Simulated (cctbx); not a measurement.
# Diagnosing a refinement

Cell a = 5.7190 Å, b = 5.7190 Å, c = 6.2250 Å, α = 90.00°, β = 90.00°, γ = 90.00°; space group I4/mmm (no. 139).

The data are simulated with cctbx, not measured: Ga Kα, λ = 1.3414 Å, to d = 0.83 Å, 95 % of the full sphere, strongest reflection 40000 counts, noise from counting, a 6 % proportional error and a noise floor of 4 counts (s.d.); no absorption.

An anisotropic refinement with weights 1/σ² prints:

```text
Rint 0.049, 70 unique reflections to 0.84 A
cycle     R1     wR2    GooF  max shift (A)
   1  0.0221  0.0635   2.521   0.00428
   2  0.0146  0.0350   1.390   0.00000
final R1 0.0146 wR2 0.0350 GooF 1.390  parameters 11  data/parameter 6.4
atom        x        y        z      Ueq    occ   su(xyz)  su(Uiso or U11)
Co1    0.00000  0.50000  0.25000   0.0124  1.000  0.00000  0.0005
Fe1    0.25663  0.25663  0.50000   0.0103  1.000  0.00006  0.0004
P1     0.00000  0.00000  0.00000   0.0145  1.000  0.00000  0.0005
Be1    0.00000  0.00000  0.70674   0.0230  1.000  0.00156  0.0030
difference map: max 0.61 min -0.53 rms 0.12
Q1    0.0000  0.0000  0.5000    2    0.61  1.29 A from Be1
Q2    0.0000  0.0000  0.0000    2    0.59  0.00 A from P1
Q3    0.2500  0.2500  0.2500    8    0.48  1.56 A from Fe1
Q4    0.1201  0.3723  0.1557   32    0.35  1.16 A from Co1
Q5    0.1283  0.1283  0.1478   16    0.18  1.31 A from Fe1
Q6    0.1197  0.1197  0.3728   16    0.15  1.09 A from Be1
```

**Question.** Can this result stand? If not, what is the likely fault?

Mend it. The fault: wrong element: Co1 is Fe. Against the right model at the same level, R1 goes from 0.0106 to 0.0146 and GooF from 0.92 to 1.39. Co1 has 1 electron too many and its U swells to shed them, as expected (near an absorption edge f′ can widen the mismatch well beyond the difference in Z).

The compound is Be2Fe6P. The right model at the same level gives:

```text
Rint 0.049, 70 unique reflections to 0.84 A
cycle     R1     wR2    GooF  max shift (A)
   1  0.0139  0.0361   1.433   0.00832
   2  0.0106  0.0232   0.919   0.00000
final R1 0.0106 wR2 0.0232 GooF 0.919  parameters 11  data/parameter 6.4
atom        x        y        z      Ueq    occ   su(xyz)  su(Uiso or U11)
Fe1    0.00000  0.50000  0.25000   0.0109  1.000  0.00000  0.0003
Fe2    0.25663  0.25663  0.50000   0.0107  1.000  0.00004  0.0002
P1     0.00000  0.00000  0.00000   0.0149  1.000  0.00000  0.0004
Be1    0.00000  0.00000  0.70609   0.0246  1.000  0.00104  0.0020
difference map: max 0.60 min -0.26 rms 0.09
Q1    0.0000  0.0000  0.5000    2    0.60  1.28 A from Be1
Q2    0.0000  0.0000  0.0000    2    0.48  0.00 A from P1
Q3    0.2500  0.2500  0.2500    8    0.36  1.56 A from Fe2
Q4    0.1150  0.3774  0.1423   32    0.27  1.17 A from Fe1
Q5    0.0000  0.5000  0.0000    4    0.26  1.56 A from Fe1
Q6    0.1264  0.1264  0.1195   16    0.21  1.20 A from Fe2
```

The model is made up (kin elements in a known structure type, no relaxation), so it says nothing on whether the phase exists.

[Middle refinement cycles are left out of these outputs.]

[Logs are printed without paths, hosts, clocks, repeated set-up lines and the standing remarks that a program may print on its own settings, such as how far it seeks lower states.]
